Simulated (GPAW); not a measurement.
**SiC (P6_3mc): refractive index against wavelength**

The refractive index of SiC (P6_3mc) along x below the direct gap (4.07 eV on the mesh) is read from one computed spectrum, n = √(Re ε). x, y and z are the Cartesian axes of the input cell.

The structure is hexagonal, space group P6_3mc (No. 186). The conventional cell has a = 3.076 Å, b = 3.076 Å, c = 5.048 Å, α = 90.00°, β = 90.00°, γ = 120.00°. Around Si on site b lie 4 C at 1.87 to 1.94 Å. C on site b has 4 Si at 1.87 to 1.94 Å as nearest neighbours.

Method: GPAW 26.7.0, PBE, RPA, k-mesh 12×12×6, local fields up to 50 eV, Lorentzian half width 0.12 eV.

Launch of the response step: `OMP_NUM_THREADS=1 python df.py`. The run took 2.2 min, its band step included, on 1 thread of Arm Neoverse V1 (shared host).

```tsv
wavelength (nm)	photon energy E (eV)	n
1310	0.946	2.5896
1064	1.165	2.5991
850	1.459	2.6153
700	1.771	2.6372
633	1.959	2.6530
532	2.331	?
450	2.755	2.7458
```

In the single-oscillator model n² − 1 = E₀E_d/(E₀² − E²), so 1/(n² − 1) = E₀/E_d − E²/(E₀E_d) is linear in E².

Working, on the rows shown:

| x = E² (eV²) | y = 1/(n² − 1) |
| --- | --- |
| 0.895757 | 0.175253 |
| 1.35784 | 0.173752 |
| 2.12762 | 0.171239 |
| 3.13716 | 0.167931 |
| 3.83641 | 0.165607 |
| 7.59115 | 0.152919 |

Means: x̄ = 3.1577, ȳ = 0.16778. Σ(x − x̄)(y − ȳ) = -0.09858, Σ(x − x̄)² = 29.53. Slope = -0.09858 / 29.53 = -0.003338; intercept = ȳ − slope · x̄ = 0.17832. Turned back into n, the line misses the rows shown by at most 0.00061.

Task: Fill in the last column of the withheld row.

Result: At x = 5.4314 the line gives y = 0.16019, that is 2.6912. The run gave 2.6906, so the interpolation is off by 0.00058, 0.4 % of the range in the table.

Refitted with all rows, the slope is -0.003333 and the intercept 0.17832. These give E₀ = √(intercept/−slope) = 7.31 eV and E_d = E₀/intercept = 41.0 eV; E₀ is 1.8 times the direct gap. The electronic limit at long wavelengths, without lattice vibrations, is n = √(1 + 1/intercept) = 2.571. Excitons are left out; PBE gaps are as a rule too small. The values come from a sum over the points of one k-mesh and carry its error, which grows as the direct gap shrinks.

[Logs are printed without paths, hosts, clocks, repeated set-up lines and the standing remarks that a program may print on its own settings, such as how far it seeks lower states.]
